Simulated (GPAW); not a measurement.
# Mo2N(OH)2 MXene monolayer in an electric field

Aim: the dipole that a field along the normal induces in Mo2N(OH)2 MXene monolayer.

Main program and level: GPAW 26.7.0; GPAW, PAW setups; layer in a repeated cell with vacuum, relaxation of atoms and in-plane cell, in the first sound run; inputs show where later runs differ.

### 1. Starting point

The cell holds 7 atoms: 2 H, 2 O, 2 Mo and 1 N. Cell: a = 2.953 Å, b = 2.953 Å, c = 20.552 Å, α = 90.0°, β = 90.0°, γ = 120.0°. Vacuum lies along c.

### 2. Relaxation

The atoms are relaxed first, since the surface dipole, and with it the work function, follows the positions of the outer layers.

The input, run.py:

```python
import json
import numpy as np
from ase import Atoms
from ase.filters import FrechetCellFilter
from ase.optimize import BFGS
from gpaw import GPAW, PW

slab = Atoms(
    ['H', 'O', 'Mo', 'N', 'Mo', 'O', 'H'],
    positions=[
        [-0.00000, 1.70505, 7.00000],
        [-0.00000, 1.70505, 7.98000],
        [1.47662, 0.85253, 9.11089],
        [0.00000, 0.00000, 10.27616],
        [-0.00000, 1.70505, 11.44143],
        [1.47662, 0.85253, 12.57232],
        [1.47662, 0.85253, 13.55232]],
    cell=[[2.95324, 0.0, 0.0], [-1.47662, 2.55758, 0.0], [0.0, 0.0, 20.5523]],
    pbc=[True, True, True])

slab.calc = GPAW(mode=PW(600), xc='PBE', kpts={'size': (12, 12, 1), 'gamma': True},
                 occupations={'name': 'fermi-dirac', 'width': 0.05}, nbands='160%',
                 convergence={'density': 1e-05}, maxiter=200,
                 symmetry={'tolerance': 1e-3}, txt='slab.txt')
result = {}
# The in-plane cell is free; stress needs a cell that repeats along all three vectors
path = []
opt = BFGS(FrechetCellFilter(slab, mask=[1, 1, 0, 0, 0, 1]), maxstep=0.2)
opt.attach(lambda: path.append((slab.get_potential_energy(), slab.positions.tolist(), slab.get_forces().tolist())))
result['relaxed'] = bool(opt.run(fmax=0.02, steps=45))
result['path'] = path
result['cell'] = slab.cell.tolist()
print('in-plane lattice', slab.cell.cellpar().round(4)[[0, 1, 5]])
energy = slab.get_potential_energy()
fermi = slab.calc.get_fermi_level()
v = slab.calc.get_electrostatic_potential().mean((0, 1)) - fermi
n = slab.calc.get_pseudo_density().mean((0, 1))
L = slab.cell[2, 2]
z = np.arange(len(v)) * L / len(v)
low, high = slab.positions[:, 2].min(), slab.positions[:, 2].max()
below, above = np.interp([low - 4.8, high + 4.8], z, v)
slopes = [np.interp(x, z, np.gradient(v, z)) for x in (low - 4.8, high + 4.8)]
eps = np.array([[slab.calc.get_eigenvalues(k, s) for k in range(len(slab.calc.get_ibz_k_points()))]
                for s in range(slab.calc.get_number_of_spins())]) - fermi
top, bottom = eps[eps < 0].max(), eps[eps > 0].min()
dipole = slab.get_dipole_moment()[2]
print(f'energy {energy:.4f} eV, Fermi level {fermi:.4f} eV, dipole {dipole:.5f} e A')
print(f'potential 4.8 A off the faces, from the Fermi level: lower {below:.4f} eV, upper {above:.4f} eV')
print(f'slope of the potential there: lower {slopes[0]:.5f}, upper {slopes[1]:.5f} eV/A')
print(f'nearest levels on the mesh: {top:.4f} and {bottom:.4f} eV')
print('magnetic moment', round(slab.get_magnetic_moment(), 3))
result.update(energy=energy, fermi=fermi, dipole=dipole, below=below, above=above, slopes=slopes, edges=[top, bottom],
              z=z.tolist(), v=v.tolist(), n=n.tolist(), positions=slab.positions.tolist(),
              forces=slab.get_forces(apply_constraint=False).tolist(), moments=slab.get_magnetic_moments().tolist())
json.dump(result, open('result.json', 'w'))
```

Launch:

```bash
$ OMP_NUM_THREADS=1 OPENBLAS_NUM_THREADS=1 python run.py
```

The log of the run:

```text
Step          Energy          fmax
BFGS:    0      -50.153881        3.128086
BFGS:    1      -50.433678        2.218914
BFGS:    2      -50.919189        2.171549
BFGS:    3      -51.360146        1.290522
BFGS:    4      -51.470594        1.172915
BFGS:    5      -51.560646        0.869205
BFGS:    6      -51.668013        1.189493
BFGS:    7      -51.721187        1.219973
BFGS:    8      -51.764616        2.408062
BFGS:    9      -51.909835        1.761298
BFGS:   10      -52.180833        0.728767
BFGS:   11      -52.178241        0.298306
BFGS:   12      -52.209878        0.096704
BFGS:   13      -52.209622        0.017722
in-plane lattice [  2.793   2.793 120.   ]
energy -52.1972 eV, Fermi level 3.4835 eV, dipole 0.00035 e A
potential 4.8 A off the faces, from the Fermi level: lower 2.4104 eV, upper 2.4090 eV
slope of the potential there: lower -0.00885, upper 0.00971 eV/A
nearest levels on the mesh: -0.0079 and 0.0112 eV
magnetic moment 0.0
```

Run time: 19 min. Hardware: 1 thread of Arm Neoverse V2, shared host; peak memory 0.48 GiB.

This run has no spin polarisation, although Mo can carry a moment.

This step gave:

| Item | Value |
| --- | --- |
| dipole along the normal | 3.49e-4 e·Å |
| levels nearest the Fermi level on the mesh | -0.007898, 0.01120 eV from the Fermi level |

The electrostatic potential energy of an electron (without an applied field's), less the Fermi level, planar mean oscillates, so the rows of the table below give means over windows of 1.88 Å about each position, cut where the curve ends. Its maxima inside the range that stand out by 2 % of the span (Å: eV): 6.7: -0.948, 7.9: -6.28, 9.8: -6.28, 10.8: -6.28, 12.7: -6.29, 13.9: -0.953. Its minima: 6.4: -2.20, 7.4: -12.9, 8.8: -30.7, 10.3: -15.2, 11.7: -30.7, 13.2: -12.9, 14.1: -2.20.

The electrostatic potential energy of an electron (without an applied field's), less the Fermi level, planar mean by z; means over each step:

| z (Å) | electrostatic potential energy of an electron (without an applied field's), less the Fermi level, planar mean (eV) |
| --- | --- |
| 0.94 | 2.41 |
| 2.82 | 2.37 |
| 4.70 | 1.83 |
| 6.58 | -3.45 |
| 8.46 | -17.7 |
| 10.34 | -9.95 |
| 12.22 | -17.5 |
| 14.10 | -2.56 |
| 15.98 | 1.91 |
| 17.86 | 2.37 |
| 19.74 | 2.41 |

The pseudo valence density, planar mean oscillates, so the rows of the table below give means over windows of 1.46 Å about each position, cut where the curve ends. Its maxima inside the range that stand out by 2 % of the span (Å: e/Å³): 7.4: 1.11, 8.7: 2.04, 10.3: 0.822, 11.8: 2.04, 13.2: 1.11. Its minima: 8.0: 0.521, 9.6: 0.548, 11.0: 0.548, 12.5: 0.521.

Table of pseudo valence density, planar mean by z; means over each step:

| z (Å) | pseudo valence density, planar mean (e/Å³) |
| --- | --- |
| 2.19 | 2.0e-4 |
| 3.65 | 0.00133 |
| 5.11 | 0.0106 |
| 6.57 | 0.349 |
| 8.03 | 0.976 |
| 9.49 | 1.01 |
| 10.95 | 0.920 |
| 12.41 | 1.05 |
| 13.87 | 0.425 |
| 15.33 | 0.0138 |
| 16.79 | 0.00152 |
| 18.25 | 2.3e-4 |
| 19.71 | 3.2e-5 |

The relaxation lowered the energy of the cell by 2.06 eV (energies extrapolated to zero smearing; the optimiser's log prints free energies). The largest force left on a free atom is 0.018 eV/Å.

### 3. Plane waves, PBE

With the geometry fixed, the planar mean of the potential gives the vacuum level on each side.

This step: GPAW, PAW setups; slab in vacuum (GPAW 26.7.0).

The cell differs from the one that the last finished run ended in (c 20.552 → 21.753 Å).

The input, run.py:

```python
import json
import numpy as np
from ase import Atoms
from gpaw import GPAW, PW

slab = Atoms(
    ['H', 'O', 'Mo', 'N', 'Mo', 'O', 'H'],
    positions=[
        [-0.00000, 1.61254, 7.00000],
        [0.00000, 1.61254, 7.98055],
        [1.39650, 0.80627, 9.41815],
        [-0.00000, 0.00000, 10.87642],
        [-0.00000, 1.61254, 12.33469],
        [1.39650, 0.80627, 13.77229],
        [1.39650, 0.80627, 14.75284]],
    cell=[[2.79301, 0.0, 0.0], [-1.3965, 2.41881, 0.0], [0.0, 0.0, 21.7528]],
    pbc=[True, True, False])

slab.calc = GPAW(mode=PW(500), xc='PBE', kpts={'size': (12, 12, 1), 'gamma': True},
                 occupations={'name': 'fermi-dirac', 'width': 0.05}, nbands='160%',
                 convergence={'density': 1e-05}, maxiter=200,
                 poissonsolver={'dipolelayer': 'xy'},
                 symmetry={'tolerance': 1e-3}, txt='slab.txt')
result = {}
energy = slab.get_potential_energy()
fermi = slab.calc.get_fermi_level()
v = slab.calc.get_electrostatic_potential().mean((0, 1)) - fermi
n = slab.calc.get_pseudo_density().mean((0, 1))
L = slab.cell[2, 2]
z = np.arange(len(v)) * L / len(v)
low, high = slab.positions[:, 2].min(), slab.positions[:, 2].max()
below, above = np.interp([low - 4.8, high + 4.8], z, v)
slopes = [np.interp(x, z, np.gradient(v, z)) for x in (low - 4.8, high + 4.8)]
eps = np.array([[slab.calc.get_eigenvalues(k, s) for k in range(len(slab.calc.get_ibz_k_points()))]
                for s in range(slab.calc.get_number_of_spins())]) - fermi
top, bottom = eps[eps < 0].max(), eps[eps > 0].min()
dipole = slab.get_dipole_moment()[2]
print(f'energy {energy:.4f} eV, Fermi level {fermi:.4f} eV, dipole {dipole:.5f} e A')
print(f'potential 4.8 A off the faces, from the Fermi level: lower {below:.4f} eV, upper {above:.4f} eV')
print(f'slope of the potential there: lower {slopes[0]:.5f}, upper {slopes[1]:.5f} eV/A')
print(f'nearest levels on the mesh: {top:.4f} and {bottom:.4f} eV')
print('magnetic moment', round(slab.get_magnetic_moment(), 3))
result.update(energy=energy, fermi=fermi, dipole=dipole, below=below, above=above, slopes=slopes, edges=[top, bottom],
              z=z.tolist(), v=v.tolist(), n=n.tolist(), positions=slab.positions.tolist(),
              forces=slab.get_forces(apply_constraint=False).tolist(), moments=slab.get_magnetic_moments().tolist())
json.dump(result, open('result.json', 'w'))
```

The log of the run:

```text
energy -51.0554 eV, Fermi level 3.1569 eV, dipole 0.00077 e A
potential 4.8 A off the faces, from the Fermi level: lower 2.4272 eV, upper 2.4095 eV
slope of the potential there: lower -0.00933, upper 0.00934 eV/A
nearest levels on the mesh: -0.0091 and 0.0110 eV
magnetic moment 0.0
```

Run time: 50 s. Hardware: 1 thread; peak memory 0.24 GiB.

This step gave:

```
dipole along the normal                    : 7.71e-4 e·Å
levels nearest the Fermi level on the mesh : -0.009120, 0.01104 eV from the Fermi level
upper work function                        : 2.409 eV
lower work function                        : 2.427 eV
```

The electrostatic potential energy of an electron (without an applied field's), less the Fermi level, planar mean oscillates, so the rows of the table below give means over windows of 1.9 Å about each position, cut where the curve ends. Its maxima inside the range that stand out by 2 % of the span (Å: eV): 7.3: -0.914, 8.4: -6.26, 10.3: -6.38, 11.4: -6.39, 13.3: -6.27, 14.4: -0.931. Its minima: 7.0: -2.23, 8.0: -13.0, 9.4: -30.7, 10.9: -15.3, 12.3: -30.7, 13.8: -13.0, 14.8: -2.24.

Table of electrostatic potential energy of an electron (without an applied field's), less the Fermi level, planar mean by z; means over each step:

| z (Å) | electrostatic potential energy of an electron (without an applied field's), less the Fermi level, planar mean (eV) |
| --- | --- |
| 0.95 | 2.43 |
| 2.85 | 2.41 |
| 4.75 | 2.14 |
| 6.65 | -0.376 |
| 8.55 | -14.4 |
| 10.45 | -13.1 |
| 12.35 | -17.7 |
| 14.25 | -4.94 |
| 16.15 | 1.52 |
| 18.05 | 2.34 |
| 19.95 | 2.41 |

The pseudo valence density, planar mean oscillates, so the rows of the table below give means over windows of 1.45 Å about each position, cut where the curve ends. Its maxima inside the range that stand out by 2 % of the span (Å: e/Å³): 8.0: 1.11, 9.4: 2.11, 10.9: 0.817, 12.3: 2.11, 13.8: 1.11. Its minima: 8.7: 0.531, 10.2: 0.557, 11.6: 0.557, 13.1: 0.531.

Table of pseudo valence density, planar mean by z; means over each step:

| z (Å) | pseudo valence density, planar mean (e/Å³) |
| --- | --- |
| 2.17 | 8.5e-5 |
| 3.62 | 6.1e-4 |
| 5.07 | 0.00360 |
| 6.52 | 0.0843 |
| 7.97 | 0.721 |
| 9.42 | 1.25 |
| 10.87 | 0.682 |
| 12.32 | 1.25 |
| 13.77 | 0.722 |
| 15.22 | 0.0849 |
| 16.67 | 0.00362 |
| 18.12 | 6.1e-4 |
| 19.57 | 8.5e-5 |

Force by atom:

| atom | x (eV/Å) | y (eV/Å) | z (eV/Å) | size |
| --- | --- | --- | --- | --- |
| H1 | 0.000 | 0.000 | -0.113 | 0.113 |
| O2 | 0.000 | 0.000 | 0.123 | 0.123 |
| Mo3 | 0.000 | 0.000 | -0.030 | 0.030 |
| N4 | 0.000 | 0.000 | 0.000 | 0.000 |
| Mo5 | 0.000 | 0.000 | 0.030 | 0.030 |
| O6 | 0.000 | 0.000 | -0.123 | 0.123 |
| H7 | 0.000 | 0.000 | 0.113 | 0.113 |

The potential is flat to 0.009 eV/Å where it is read, so the vacuum is wide enough.

### 4. In a field

A uniform field along the normal polarises the slab; the atoms stay fixed, so this is the electronic response alone.

Edit run.py of step 3 so:

```diff
@@ -4,2 +4,3 @@
 from gpaw import GPAW, PW
+from gpaw.external import ConstantElectricField
 
@@ -22,2 +23,3 @@
                  poissonsolver={'dipolelayer': 'xy'},
+                 external=ConstantElectricField(-0.2, [0, 0, 1]),
                  symmetry={'tolerance': 1e-3}, txt='slab.txt')
```

The log of the run:

```text
energy -51.0659 eV, Fermi level 3.1469 eV, dipole -0.10274 e A
potential 4.8 A off the faces, from the Fermi level: lower 1.0745 eV, upper 3.8180 eV
slope of the potential there: lower -0.00566, upper 0.01804 eV/A
nearest levels on the mesh: -0.0094 and 0.0106 eV
magnetic moment 0.0
```

The job ended after 4.4 min (1 thread; peak memory 0.49 GiB).

Numbers from this step:

```
dipole along the normal                                         : -0.1027 e·Å
levels nearest the Fermi level on the mesh                      : -0.009436, 0.01058 eV from the Fermi level
potential below the slab, the applied field's own ramp left out : 1.074 eV from the Fermi level
potential above the slab, the applied field's own ramp left out : 3.818 eV from the Fermi level
```

Electrostatic potential energy of an electron (without an applied field's), less the Fermi level, planar mean against z:

| z (Å) | electrostatic potential energy of an electron (without an applied field's), less the Fermi level, planar mean (eV) |
| --- | --- |
| 0.0 | 2.45 |
| 0.5 | 1.08 |
| 1.0 | 1.08 |
| 1.5 | 1.08 |
| 2.0 | 1.08 |
| 2.5 | 1.07 |
| 3.0 | 1.07 |
| 3.5 | 1.05 |
| 4.0 | 1.03 |
| 4.5 | 0.973 |
| 5.0 | 0.862 |
| 5.5 | 0.642 |
| 6.0 | 0.199 |
| 6.5 | -0.836 |
| 7.0 | -3.02 |
| 7.5 | -2.73 |
| 8.0 | -13.5 |
| 8.5 | -6.94 |
| 9.0 | -19.7 |
| 9.5 | -30.2 |
| 10.0 | -13.1 |
| 10.5 | -7.31 |
| 11.0 | -13.4 |
| 11.5 | -6.95 |
| 12.0 | -22.2 |
| 12.5 | -28.1 |
| 13.0 | -10.3 |
| 13.5 | -7.87 |
| 14.0 | -7.25 |
| 14.5 | -0.270 |
| 15.0 | -0.216 |
| 15.5 | 1.83 |
| 16.0 | 2.70 |
| 16.5 | 3.19 |
| 17.0 | 3.47 |
| 17.5 | 3.63 |
| 18.0 | 3.73 |
| 18.5 | 3.78 |
| 19.0 | 3.80 |
| 19.5 | 3.82 |
| 20.0 | 3.82 |
| 20.5 | 3.83 |
| 21.0 | 3.83 |
| 21.5 | 3.40 |

Force by atom:

| atom | x (eV/Å) | y (eV/Å) | z (eV/Å) | size |
| --- | --- | --- | --- | --- |
| H1 | 0.000 | 0.000 | -0.094 | 0.094 |
| O2 | 0.000 | 0.000 | 0.074 | 0.074 |
| Mo3 | 0.000 | 0.000 | 0.010 | 0.010 |
| N4 | 0.000 | 0.000 | -0.025 | 0.025 |
| Mo5 | 0.000 | 0.000 | 0.065 | 0.065 |
| O6 | 0.000 | 0.000 | -0.160 | 0.160 |
| H7 | 0.000 | 0.000 | 0.127 | 0.127 |

The dipole is now -0.103 e Å, against 7.7e-4 in the run without a field.

### 5. Field on

Edit run.py of step 4 so:

```diff
@@ -23,3 +23,3 @@
                  poissonsolver={'dipolelayer': 'xy'},
-                 external=ConstantElectricField(-0.2, [0, 0, 1]),
+                 external=ConstantElectricField(-0.1, [0, 0, 1]),
                  symmetry={'tolerance': 1e-3}, txt='slab.txt')
```

The log of the run:

```text
energy -51.0581 eV, Fermi level 3.1545 eV, dipole -0.05134 e A
potential 4.8 A off the faces, from the Fermi level: lower 1.7395 eV, upper 3.1107 eV
slope of the potential there: lower -0.00702, upper 0.01271 eV/A
nearest levels on the mesh: -0.0092 and 0.0109 eV
magnetic moment 0.0
```

It took 4.4 min on 1 thread; peak memory 0.49 GiB.

This step gave:

```yaml
dipole_along_the_normal: -0.05134 e·Å
levels_nearest_the_fermi_level_on_the_mesh: -0.009171, 0.01088 eV from the Fermi level
potential_below_the_slab_the_applied_field_s_own_ramp_left_out: 1.739 eV from the Fermi level
potential_above_the_slab_the_applied_field_s_own_ramp_left_out: 3.111 eV from the Fermi level
```

Table of electrostatic potential energy of an electron (without an applied field's), less the Fermi level, planar mean by z:

z (Å), electrostatic potential energy of an electron (without an applied field's), less the Fermi level, planar mean (eV) and a bar from the least value:
```
      0.0        2.4 #############################
      0.5        1.7 #############################
      1.0        1.7 #############################
      1.5        1.7 #############################
      2.0        1.7 #############################
      2.5        1.7 #############################
      3.0        1.7 #############################
      3.5        1.7 #############################
      4.0        1.7 #############################
      4.5        1.6 #############################
      5.0        1.5 #############################
      5.5        1.2 ############################
      6.0        0.7 ############################
      6.5       -0.4 ###########################
      7.0       -2.6 #########################
      7.5       -2.4 #########################
      8.0      -13.2 ###############
      8.5       -6.7 #####################
      9.0      -19.5 ##########
      9.5      -30.1 
     10.0      -13.0 ###############
     10.5       -7.3 #####################
     11.0      -13.4 ###############
     11.5       -7.0 #####################
     12.0      -22.3 #######
     12.5      -28.2 ##
     13.0      -10.5 ##################
     13.5       -8.1 ####################
     14.0       -7.6 ####################
     14.5       -0.6 ###########################
     15.0       -0.7 ###########################
     15.5        1.3 ############################
     16.0        2.1 #############################
     16.5        2.6 ##############################
     17.0        2.8 ##############################
     17.5        3.0 ##############################
     18.0        3.0 ##############################
     18.5        3.1 ##############################
     19.0        3.1 ##############################
     19.5        3.1 ##############################
     20.0        3.1 ##############################
     20.5        3.1 ##############################
     21.0        3.1 ##############################
     21.5        2.9 ##############################
```

Force by atom:

| atom | x (eV/Å) | y (eV/Å) | z (eV/Å) | size |
| --- | --- | --- | --- | --- |
| H1 | 0.000 | 0.000 | -0.104 | 0.104 |
| O2 | 0.000 | 0.000 | 0.100 | 0.100 |
| Mo3 | 0.000 | 0.000 | -0.010 | 0.010 |
| N4 | 0.000 | 0.000 | -0.013 | 0.013 |
| Mo5 | 0.000 | 0.000 | 0.048 | 0.048 |
| O6 | 0.000 | 0.000 | -0.143 | 0.143 |
| H7 | 0.000 | 0.000 | 0.121 | 0.121 |

The dipole is now -0.0513 e Å, against 7.7e-4 in the run without a field.

### 6. In a field

Edit run.py of step 5 so:

```diff
@@ -23,3 +23,3 @@
                  poissonsolver={'dipolelayer': 'xy'},
-                 external=ConstantElectricField(-0.1, [0, 0, 1]),
+                 external=ConstantElectricField(-0.05, [0, 0, 1]),
                  symmetry={'tolerance': 1e-3}, txt='slab.txt')
```

The log of the run:

```text
energy -51.0561 eV, Fermi level 3.1564 eV, dipole -0.02565 e A
potential 4.8 A off the faces, from the Fermi level: lower 2.0772 eV, upper 2.7624 eV
slope of the potential there: lower -0.00804, upper 0.01086 eV/A
nearest levels on the mesh: -0.0091 and 0.0110 eV
magnetic moment 0.0
```

Wall time 4.1 min (1 thread); peak memory 0.5 GiB.

### 7. Field on

Edit run.py of step 6 so:

```diff
@@ -23,3 +23,3 @@
                  poissonsolver={'dipolelayer': 'xy'},
-                 external=ConstantElectricField(-0.05, [0, 0, 1]),
+                 external=ConstantElectricField(0.05, [0, 0, 1]),
                  symmetry={'tolerance': 1e-3}, txt='slab.txt')
```

The log of the run:

```text
energy -51.0561 eV, Fermi level 3.1564 eV, dipole 0.02565 e A
potential 4.8 A off the faces, from the Fermi level: lower 2.7624 eV, upper 2.0772 eV
slope of the potential there: lower -0.01086, upper 0.00804 eV/A
nearest levels on the mesh: -0.0091 and 0.0110 eV
magnetic moment 0.0
```

It took 4.1 min on 1 thread; peak memory 0.5 GiB.

(Part 1 of 2 ends here.)

[Logs are printed without paths, hosts, clocks, repeated set-up lines and the standing remarks that a program may print on its own settings, such as how far it seeks lower states.]

[Hosts, paths, dates, database ids (printed as entryN), source tags and the programs' standing remarks are cut or masked in the printed files.]
